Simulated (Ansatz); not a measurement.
# O on Ir(111): change of the work function, part 2 of 3

Wanted: Δφ(θ) for O/Ir(111), starting from the fcc site.

Ansatz 0.2.0; plane-wave DFT, PBE, Ansatz PAW.

So far, work function, upper face (eV): step 2 (the clean slab) 5.49.

### Step 3. The covered slab, k-mesh 6×6×1, coverage 0.25 ML

System of this step: Ir16O (O/Ir(111)). The cell holds 17 atoms: 16 Ir and 1 O. Its edges and angles: a = 5.431 Å, b = 5.431 Å, c = 26.080 Å, α = 90.0°, β = 90.0°, γ = 60.0°. Vacuum lies along c.

The clean slab as it ended is repeated in the plane and the adsorbate is set on one face; the cell's size fixes the coverage, and the k-mesh shrinks with it to keep the sampling density about even. Adsorbate and upper layers relax, since the dipole depends on the height.

input.yaml reads:

```yaml
crystal:
  lattice:
    - [5.4305800796, 0.0, 0.0]
    - [2.7152900398, 4.7030203062, 0.0]
    - [0.0, 0.0, 26.0803608811]
  atoms:
    - { symbol: Ir, position: [0.0, 0.0, 0.3450872494] }
    - { symbol: Ir, position: [0.1666666667, 0.1666666667, 0.4300947017] }
    - { symbol: Ir, position: [0.3333333333, 0.3333333333, 0.5150031948] }
    - { symbol: Ir, position: [0.0, 0.0, 0.599504085] }
    - { symbol: Ir, position: [0.0, 0.5, 0.3450872494] }
    - { symbol: Ir, position: [0.1666666667, 0.6666666667, 0.4300947017] }
    - { symbol: Ir, position: [0.3333333333, 0.8333333333, 0.5150031948] }
    - { symbol: Ir, position: [0.0, 0.5, 0.599504085] }
    - { symbol: Ir, position: [0.5, 0.0, 0.3450872494] }
    - { symbol: Ir, position: [0.6666666667, 0.1666666667, 0.4300947017] }
    - { symbol: Ir, position: [0.8333333333, 0.3333333333, 0.5150031948] }
    - { symbol: Ir, position: [0.5, 0.0, 0.599504085] }
    - { symbol: Ir, position: [0.5, 0.5, 0.3450872494] }
    - { symbol: Ir, position: [0.6666666667, 0.6666666667, 0.4300947017] }
    - { symbol: Ir, position: [0.8333333333, 0.8333333333, 0.5150031948] }
    - { symbol: Ir, position: [0.5, 0.5, 0.599504085] }
    - { symbol: O, position: [0.1666666667, 0.1666666667, 0.6549127506] }
kpoints:
  mp_grid: { grid: [6, 6, 1] }
hamiltonian:
  xc: pbe
scf:
  occupations: { method: fermi_dirac, width: 0.1 }
  convergence: { dr2_threshold: 1.0e-08 }
efield:
  axis: 3
  dipole_correction: true
  ramp_position: 0.97
  ramp_width: 0.06
relax:
  f_tol: 0.02
  max_steps: 60
  constraints: [{ sites: [0, 1, 4, 5, 8, 9, 12, 13] }]
output:
  dos: { projected: true, e_range: [-8, 4] }
  write_potential: true
  write_density: true
  volumetric_format: npy
  elf: true
```

Run with:

```
> ansatz run input.yaml --threads 4 --pin off --max-ram 6144MiB --backend cpu --events-out ev --progress --plain --runs-dir out
```

Numbers of over 12 decimals in the logs are rounded to 6 here.

The log of the run:

```text
[...]
Crystal: 17 atoms, lattice volume = 666.096 Å³
Basis set: ecut = 420 eV, 12993 PW (Γ), exchange–correlation on 80×80×360 points (8 copies of the dense FFT grid, shifted against one another)
Bands: 167, of which v1, the nominal top of the filled ones, is band 139 counted from 1 (138 counted from 0)
Symmetry: 6 space group operations
[...]
k-points: 7 of 36 (time reversal used)
[...]
SCF iter   1: F=—  HF=-191524.557006 eV  |F-HF|=—  |Δ(HF+E_count)|=         —  Δρ=5.97e-3  dr2=6.85e-1  ethr=1.77e-3  p=-0.071 e·Å  D=-1.92e-2 V/Å  ΔV_dip=0.50 eV  dr2_dipole=3.42e-4  V_vac-E_F(+/−)=5.73/5.23 eV  ⟨swp⟩=8.3  Hψ=5513  notcnv=0  defer=12
[...]
SCF iter  10: F=-191524.549029 eV  HF=-191524.549029 eV  |F-HF|=2.06e-8  |Δ(HF+E_count)|=   1.26e-7  Δρ=4.59e-7  dr2=2.14e-9  ethr=3.60e-12  p=-0.062 e·Å  D=-1.67e-2 V/Å  ΔV_dip=0.44 eV  dr2_dipole=3.08e-11  V_vac-E_F(+/−)=5.94/5.50 eV  ⟨swp⟩=16.4  Hψ=8898  notcnv=0
SCF 1 converged in 10 iterations: F = -191524.549029 eV  dr2 = 2.14e-9
[...]
relax step   1: F+E_penalty+E_count = -191524.54902940 eV  Δ(F+E_penalty+E_count) = +0.000e0 eV  max|allowed force component| = 1.418e0 eV/Å  Δτ_max = 0.0000 Å  (10 SCF iters, accepted)
[...]
SCF iter   1: F=—  HF=-191524.697769 eV  |F-HF|=—  |Δ(HF+E_count)|=         —  Δρ=5.57e-3  dr2=4.66e-1  ethr=1.41e-4  p=-0.062 e·Å  D=-1.67e-2 V/Å  ΔV_dip=0.44 eV  dr2_dipole=1.28e-1  V_vac-E_F(+/−)=5.95/5.51 eV  ⟨swp⟩=2.0  Hψ=4296  notcnv=0  defer=24
[...]
eigensolver tolerance schedule calibrated: the retry pair's looser diagonalisation under-reported the residual by θ = 0.16 (0.12/decade); ethr = c·dr2/N_el runs at the constant in force after the calibration composes with the one it found (an armed cap, an earlier calibration), c = 7.2e-2
[...]
SCF iter   2: F=—  HF=-191524.690087 eV  |F-HF|=—  |Δ(HF+E_count)|=   7.68e-3  Δρ=2.26e-3  dr2=5.95e-2  ethr=1.21e-4  p=-0.051 e·Å  D=-1.39e-2 V/Å  ΔV_dip=0.36 eV  dr2_dipole=2.08e-4  V_vac-E_F(+/−)=5.86/5.49 eV  ⟨swp⟩=2.0  Hψ=1776  notcnv=0  defer=24
[...]
SCF iter  10: F=-191524.675880 eV  HF=-191524.675879 eV  |F-HF|=2.83e-8  |Δ(HF+E_count)|=   8.53e-8  Δρ=4.46e-7  dr2=1.84e-9  ethr=2.59e-12  p=-0.049 e·Å  D=-1.32e-2 V/Å  ΔV_dip=0.34 eV  dr2_dipole=8.36e-12  V_vac-E_F(+/−)=5.84/5.50 eV  ⟨swp⟩=15.6  Hψ=8611  notcnv=0
SCF 2 converged in 10 iterations: F = -191524.675880 eV  dr2 = 1.84e-9
[...]
relax step   2: F+E_penalty+E_count = -191524.67587952 eV  Δ(F+E_penalty+E_count) = -1.269e-1 eV  max|allowed force component| = 6.568e-1 eV/Å  Δτ_max = 0.0865 Å  (10 SCF iters, accepted)
SCF iter   1: F=—  HF=-191524.729560 eV  |F-HF|=—  |Δ(HF+E_count)|=         —  Δρ=4.77e-3  dr2=2.10e-1  ethr=9.02e-4  p=-0.049 e·Å  D=-1.32e-2 V/Å  ΔV_dip=0.34 eV  dr2_dipole=6.07e-2  V_vac-E_F(+/−)=5.84/5.49 eV  ⟨swp⟩=4.3  Hψ=2270  notcnv=0  defer=26
[...]
SCF iter   9: F=-191524.712405 eV  HF=-191524.712405 eV  |F-HF|=4.23e-8  |Δ(HF+E_count)|=   1.64e-7  Δρ=7.83e-7  dr2=7.31e-9  ethr=3.60e-12  p=-0.031 e·Å  D=-8.30e-3 V/Å  ΔV_dip=0.22 eV  dr2_dipole=2.68e-13  V_vac-E_F(+/−)=5.71/5.49 eV  ⟨swp⟩=16.4  Hψ=9308  notcnv=0
SCF 3 converged in 9 iterations: F = -191524.712405 eV  dr2 = 7.31e-9
relax step   3: F+E_penalty+E_count = -191524.71240522 eV  Δ(F+E_penalty+E_count) = -3.653e-2 eV  max|allowed force component| = 3.004e-1 eV/Å  Δτ_max = 0.1009 Å  (9 SCF iters, accepted)
[...]
relax step   4: F+E_penalty+E_count = -191524.71885460 eV  Δ(F+E_penalty+E_count) = -6.449e-3 eV  max|allowed force component| = 1.051e-1 eV/Å  Δτ_max = 0.0164 Å  (8 SCF iters, accepted)
[...]
relax step   5: F+E_penalty+E_count = -191524.71911446 eV  Δ(F+E_penalty+E_count) = -2.599e-4 eV  max|allowed force component| = 9.416e-2 eV/Å  Δτ_max = 0.0108 Å  (8 SCF iters, accepted)
SCF iter   1: F=—  HF=-191524.719259 eV  |F-HF|=—  |Δ(HF+E_count)|=         —  Δρ=3.87e-4  dr2=1.23e-3  ethr=5.59e-6  p=-0.027 e·Å  D=-7.38e-3 V/Å  ΔV_dip=0.19 eV  dr2_dipole=1.75e-4  V_vac-E_F(+/−)=5.68/5.49 eV  ⟨swp⟩=2.0  Hψ=2005  notcnv=0  defer=6
[...]
SCF iter   7: F=-191524.719784 eV  HF=-191524.719784 eV  |F-HF|=5.56e-8  |Δ(HF+E_count)|=   2.16e-7  Δρ=6.14e-7  dr2=3.94e-9  ethr=3.60e-12  p=-0.027 e·Å  D=-7.47e-3 V/Å  ΔV_dip=0.19 eV  dr2_dipole=5.69e-11  V_vac-E_F(+/−)=5.69/5.49 eV  ⟨swp⟩=13.0  Hψ=8454  notcnv=0
SCF 6 converged in 7 iterations: F = -191524.719784 eV  dr2 = 3.94e-9
relax step   6: F+E_penalty+E_count = -191524.71978447 eV  Δ(F+E_penalty+E_count) = -6.700e-4 eV  max|allowed force component| = 7.456e-3 eV/Å  Δτ_max = 0.0047 Å  (7 SCF iters, accepted)
NSCF: frozen V_eff on 7 k-points
[...]
WARN: The input density's exchange-correlation potential varies sharply where the density is thin. Do not read a vacuum level from v_tot or v_xc, or from such a field of the output density. On a cell that repeats whose density bears no net charge and no dipole along the vacuum's axis use v_es (v_loc + v_h of the components); under efield.dipole_correction with no amplitude use v_es + v_field, which holds any external [...]
SCF converged after 7 iterations
Free energy (F): -191524.719784 eV
[...]
Internal energy: -191524.139829 eV  (E = F + TS)
E sigma→0 (E₀):  -191524.429807 eV
Entropy (-TS):   -0.579956 eV (-34.115 meV/atom)
Fermi energy:    5.206590 eV
Dipole field:    D = -0.007472 V/Å  (p = -0.027506 e·Å, saw-weighted, corrected)
Work function:   Φ+ = 5.6854 eV   Φ− = 5.4905 eV
[...]
--- Forces (eV/Å), atoms counted from 1 ---
  atom   1  Ir    -0.04038118    -0.02331409     0.09909278
  atom   2  Ir    -0.00000000    -0.00000000    -0.05086903
  atom   3  Ir    -0.00057993    -0.00033482     0.00163094
  atom   4  Ir    -0.00064961    -0.00037505    -0.00113255
  atom   5  Ir     0.00000000     0.04662817     0.09909278
  atom   6  Ir    -0.02855908     0.01648859    -0.15715448
  atom   7  Ir     0.00000000     0.00066964     0.00163094
  atom   8  Ir    -0.00000000     0.00075011    -0.00113255
  atom   9  Ir     0.04038118    -0.02331409     0.09909278
  atom  10  Ir    -0.00000000    -0.03297719    -0.15715448
  atom  11  Ir     0.00057993    -0.00033482     0.00163094
  atom  12  Ir     0.00064961    -0.00037505    -0.00113255
  atom  13  Ir     0.00000000    -0.00000000     0.21233313
  atom  14  Ir     0.02855908     0.01648859    -0.15715448
  atom  15  Ir     0.00000000     0.00000000     0.00413169
  atom  16  Ir     0.00000000     0.00000000     0.00745592
  atom  17  O      0.00000000     0.00000000    -0.00035308
  max |Σ_I F_I| component: 8.70e-6 eV/Å
--- Band table (eV; the first three rows and the last of 7) ---
  k-point 0: bands = [... 135 lower, 5.7577, 5.8895, 5.8895, 5.9771, 5.9771, 6.1857, 6.2086, 6.2086, ... 24 higher]
  k-point 1: bands = [... 135 lower, 5.4414, 5.5181, 5.6204, 5.6936, 5.7164, 5.7971, 5.8204, 5.8730, ... 24 higher]
  k-point 2: bands = [... 135 lower, 4.6582, 4.7023, 4.8413, 4.9547, 5.1989, 5.2516, 5.3487, 5.3523, ... 24 higher]
  k-point 6: bands = [... 135 lower, 4.7674, 4.8504, 4.9322, 4.9484, 5.0379, 5.2052, 5.2700, 5.3324, ... 24 higher]
--- Relaxed structure (6 steps of the walk, 6 accepted, 0 SCFs on fresh bases) ---
  F+E_penalty+E_count = -191524.71978447 eV   max|allowed force component| = 7.456e-3 eV/Å
  atoms:
    - { symbol: Ir, position: [-1.795949010449182e-17, -1.7959490104491818e-17, 0.345087] }
    - { symbol: Ir, position: [0.166667, 0.166667, 0.430095] }
    - { symbol: Ir, position: [0.333534, 0.333534, 0.514595] }
    - { symbol: Ir, position: [-0.00535169, -0.00535169, 0.601916] }
    - { symbol: Ir, position: [2.7755575615628914e-17, 0.500000, 0.345087] }
    - { symbol: Ir, position: [0.166667, 0.666667, 0.430095] }
    - { symbol: Ir, position: [0.333534, 0.832933, 0.514595] }
    - { symbol: Ir, position: [-0.00535169, 0.510703, 0.601916] }
    - { symbol: Ir, position: [0.500000, -1.7959490104491818e-17, 0.345087] }
    - { symbol: Ir, position: [0.666667, 0.166667, 0.430095] }
    - { symbol: Ir, position: [0.832933, 0.333534, 0.514595] }
    - { symbol: Ir, position: [0.510703, -0.00535169, 0.601916] }
    - { symbol: Ir, position: [0.5, 0.500000, 0.345087] }
    - { symbol: Ir, position: [0.666667, 0.666667, 0.430095] }
    - { symbol: Ir, position: [0.833333, 0.833333, 0.515836] }
    - { symbol: Ir, position: [0.5, 0.500000, 0.598921] }
    - { symbol: O, position: [0.166667, 0.166667, 0.650120] }
```

Wall time 74 s (4 threads of Intel Xeon Platinum 8488C (Sapphire Rapids), shared host); peak memory 2.8 GiB.

This run has no spin polarisation, although Ir can carry a moment.

Relaxation path:

```
step  energy less that of the first step (eV)  largest force component (eV/Å)
   1                                   0.0000                          1.4177
   2                                  -0.1269                          0.6568
   3                                  -0.1634                          0.3004
   4                                  -0.1698                          0.1051
   5                                  -0.1701                          0.0942
   6                                  -0.1708                          0.0075
```

Forces are held to the 6 operations that the run works with; a distortion that breaks them can't arise in this run.

The atoms that moved most (Å):

```
atom      dx      dy      dz  length
 O17   0.000   0.000  -0.125   0.125
 Ir4  -0.044  -0.025   0.063   0.081
Ir12   0.044  -0.025   0.063   0.081
 Ir8   0.000   0.050   0.063   0.081
Ir15   0.000   0.000   0.022   0.022
Ir16   0.000   0.000  -0.015   0.015
 Ir3   0.002   0.001  -0.011   0.011
 Ir7   0.000  -0.002  -0.011   0.011
```

The relaxed structure:

```cif
data_structure
_symmetry_space_group_name_H-M 'P 1'
_symmetry_Int_Tables_number 1
_cell_length_a 5.4306
_cell_length_b 5.4306
_cell_length_c 26.0804
_cell_angle_alpha 90.000
_cell_angle_beta 90.000
_cell_angle_gamma 60.000
_cell_volume 666.10
loop_
_atom_site_label
_atom_site_type_symbol
_atom_site_fract_x
_atom_site_fract_y
_atom_site_fract_z
_atom_site_occupancy
Ir1 Ir 0.00000 0.00000 0.34509 1
Ir2 Ir 0.16667 0.16667 0.43009 1
Ir3 Ir 0.33353 0.33353 0.51459 1
Ir4 Ir 0.99465 0.99465 0.60192 1
Ir5 Ir 0.00000 0.50000 0.34509 1
Ir6 Ir 0.16667 0.66667 0.43009 1
Ir7 Ir 0.33353 0.83293 0.51459 1
Ir8 Ir 0.99465 0.51070 0.60192 1
Ir9 Ir 0.50000 0.00000 0.34509 1
Ir10 Ir 0.66667 0.16667 0.43009 1
Ir11 Ir 0.83293 0.33353 0.51459 1
Ir12 Ir 0.51070 0.99465 0.60192 1
Ir13 Ir 0.50000 0.50000 0.34509 1
Ir14 Ir 0.66667 0.66667 0.43009 1
Ir15 Ir 0.83333 0.83333 0.51584 1
Ir16 Ir 0.50000 0.50000 0.59892 1
O17 O 0.16667 0.16667 0.65012 1
```

This step gave:

```
energy at zero smearing        : -191524.4298 eV
work function, upper face      : 5.685 eV
work function, lower face      : 5.491 eV
dipole along the normal        : -0.02751 e·Å
step between the vacuum levels : 0.1949 eV
```

Running mean over 2.217 Å of the planar mean; the ramp of the sawtooth is left out. Electron's electrostatic potential energy less the Fermi level against z:

z (Å), electron's electrostatic potential energy less the Fermi level (eV) and a bar from the least value:
```
      3.5        5.5 ##############################
      4.0        5.5 ##############################
      4.5        5.5 ##############################
      5.0        5.5 ##############################
      5.5        5.5 ##############################
      6.0        5.4 ##############################
      6.5        5.2 #############################
      7.0        4.3 ############################
      7.5        0.8 ######################
      8.0       -5.5 #############
      8.5      -10.8 ####
      9.0      -12.7 #
      9.5      -13.1 #
     10.0      -13.3 
     10.5      -13.4 
     11.0      -13.5 
     11.5      -13.6 
     12.0      -13.6 
     12.5      -13.6 
     13.0      -13.5 
     13.5      -13.5 
     14.0      -13.2 #
     14.5      -13.0 #
     15.0      -13.1 #
     15.5      -13.3 
     16.0      -12.8 #
     16.5       -9.0 #######
     17.0       -2.5 #################
     17.5        2.4 #########################
     18.0        4.5 ############################
     18.5        5.4 ##############################
     19.0        5.6 ##############################
     19.5        5.7 ##############################
     20.0        5.7 ##############################
     20.5        5.7 ##############################
     21.0        5.7 ##############################
     21.5        5.7 ##############################
     22.0        5.7 ##############################
     22.5        5.7 ##############################
     23.0        5.7 ##############################
```

The density of states has structure finer than the step of the table below, so its rows give means over 0.5 eV, whole bins alone (the curve runs from -8 to 1.98 eV). Peaks (eV: height): -3.91: 40.7, -3.31: 35.8, -3.19: 35.4, -3.07: 37.3, -2.95: 45.4, -2.08: 47.5, -2.02: 52.0.

The density of states by energy, zero at the Fermi level; means over each step:

```
energy (eV)  density of states (states/eV a cell)
       -7.5                                  10.3
       -7.0                                  15.6
       -6.5                                  19.4
       -6.0                                  16.7
       -5.5                                  15.2
       -5.0                                  16.5
       -4.5                                  17.4
       -4.0                                  21.1
       -3.5                                  24.2
       -3.0                                  26.2
       -2.5                                  14.5
       -2.0                                  23.2
       -1.5                                  16.2
       -1.0                                  19.1
       -0.5                                  20.0
        0.0                                  17.9
        0.5                                  20.6
        1.0                                  18.6
        1.5                                  9.22
```

Projected DOS per atom over height of the atomic layer and energy from the Fermi level. Layers: Ir4 Ir4 Ir4 Ir4 O from below.

Ten even steps from '0' (0.18 states/eV) to '9' (2.24 states/eV), each cell a mean:
```
10000
22341
46540
56440
53340
54350
63350
52350
74561
42240
73341
97661
66650
34441
34532
43432
23344
34424
36536
15535
03311
01101
```
Columns: height of the atomic layer (Å) from 9 to 17.0 (not evenly spaced); rows upwards: energy from the Fermi level (eV) from -7.96 to 1.95.

Electrostatic potential energy in the ca plane at fractional y = 0.167, with atoms of Ir and O within 0.2 Å of it. With pseudopotentials it is smooth inside the atoms' cores, unlike the true potential.

Ten even steps from '0' (-46 eV) to '9' (11 eV), each cell a mean:
```
74347888888875347886446899999999999999999999
75357888788875347886447899999999999999999999
87678874236887678887678999999999999999999999
98888840002788889998889999999999999999999999
99998720001789899999899999999999999999999999
98888840003788888998888999999999999999999999
86668874347887668887667999999999999999999999
74347888888875347885346899999999999999999999
75357888788875347886447899999999999999999999
87678874236887678888778779999999999999999999
98888840002788889998886215999999999999999999
99999720001789899999885003899999999999999999
98888840003788889998887325999999999999999999
86668874347887668887667889999999999999999999
```
Columns run along c (16.0 Å, from fractional 0.32 to 0.93 of the cell; values clipped at the 3rd and 97th percentile), rows up along a (5.4 Å). Atoms in or near the plane, at fractional coordinates: Ir at (0.43, 0.17), Ir at (0.43, 0.67), O at (0.65, 0.17).

ELF in the ca plane at fractional y = 0.167, with atoms of Ir and O within 0.2 Å of it. It is the smooth field of the valence electrons, not physical close to the nuclei.

Values, 8 rows by 16 columns, each cell a mean:
```
0.37 0.34 0.28 0.30 0.32 0.40 0.30 0.39 0.24 0.10 0.01 0.00 0.00 0.00 0.00 0.00
0.31 0.29 0.38 0.45 0.31 0.31 0.25 0.31 0.29 0.07 0.00 0.00 0.00 0.00 0.00 0.00
0.33 0.30 0.50 0.54 0.29 0.28 0.18 0.32 0.31 0.09 0.01 0.00 0.00 0.00 0.00 0.00
0.32 0.30 0.40 0.47 0.30 0.30 0.24 0.32 0.29 0.08 0.00 0.00 0.00 0.00 0.00 0.00
0.37 0.34 0.28 0.30 0.32 0.40 0.30 0.39 0.24 0.09 0.01 0.00 0.00 0.00 0.00 0.00
0.32 0.29 0.39 0.46 0.30 0.31 0.25 0.25 0.54 0.57 0.09 0.00 0.00 0.00 0.00 0.00
0.33 0.30 0.50 0.54 0.29 0.28 0.17 0.23 0.60 0.78 0.20 0.00 0.00 0.00 0.00 0.00
0.32 0.29 0.40 0.47 0.30 0.30 0.24 0.25 0.56 0.61 0.10 0.00 0.00 0.00 0.00 0.00
```
Columns run along c (16.0 Å, from fractional 0.32 to 0.93 of the cell), rows up along a (5.4 Å). Atoms in or near the plane, at fractional coordinates: Ir at (0.43, 0.17), Ir at (0.43, 0.67), O at (0.65, 0.17).

Valence density in the ca plane at fractional y = 0.167, with atoms of Ir and O within 0.2 Å of it. It is the smooth field of the valence electrons, not physical close to the nuclei.

Ten steps, logarithmic in the rise over the least value, from '0' (0.0 e/Å³) to '9' (8.9 e/Å³), each cell a mean:
```
46664333433345664345664321000000000000000000
45654334443345664345664310000000000000000000
34543346765334543334543210000000000000000000
23333468997433332223333210000000000000000000
23333479997433332223332110000000000000000000
23333368986433333223433210000000000000000000
34554346664334543334554210000000000000000000
46664333433345664345664310000000000000000000
45654334443345664335654321000000000000000000
34543346765334543333444554200000000000000000
23333468997433332222335786310000000000000000
23333479997433332222336897410000000000000000
23333368986433333223345786310000000000000000
34554346664334543334544443100000000000000000
```
Columns run along c (16.0 Å, from fractional 0.32 to 0.93 of the cell), rows up along a (5.4 Å). Atoms in or near the plane, at fractional coordinates: Ir at (0.43, 0.17), Ir at (0.43, 0.67), O at (0.65, 0.17).

The relaxation took 6 steps and lowered the energy by 0.17 eV; the largest force on the free atoms ends at 0.0075 eV/Å.

By hand: a sheet of dipoles makes a step −p/(ε₀A) in the electron's potential. With e/ε₀ = 180.95 V·Å, p = -0.02751 e·Å and A = 25.54 Å², that is −180.95 × (-0.02751) / 25.54 = +0.195 eV, and the two vacuum levels of the run differ by +0.195 eV.

The covered face has 5.69 eV, +0.20 eV against the clean one; the bare back face has moved by -0.00 eV, a measure of how thin the slab is.

[end of part 2 of 3]

[Logs are printed without paths, hosts, clocks, repeated set-up lines and the standing remarks that a program may print on its own settings, such as how far it seeks lower states.]

[Hosts, paths, dates, database ids (printed as entryN), source tags and the programs' standing remarks are cut or masked in the printed files.]

[Maps of the electrostatic potential energy from Ansatz leave out the sawtooth potential of an applied field or a dipole correction, so their vacuum need not be flat; planar profiles and work functions include it.]

[The density of states shown here was stored with 400 of the rows of the run's finer table, so its peaks can read low, often by over a quarter, or be missed, and its means over a window can be off by a tenth or more.]
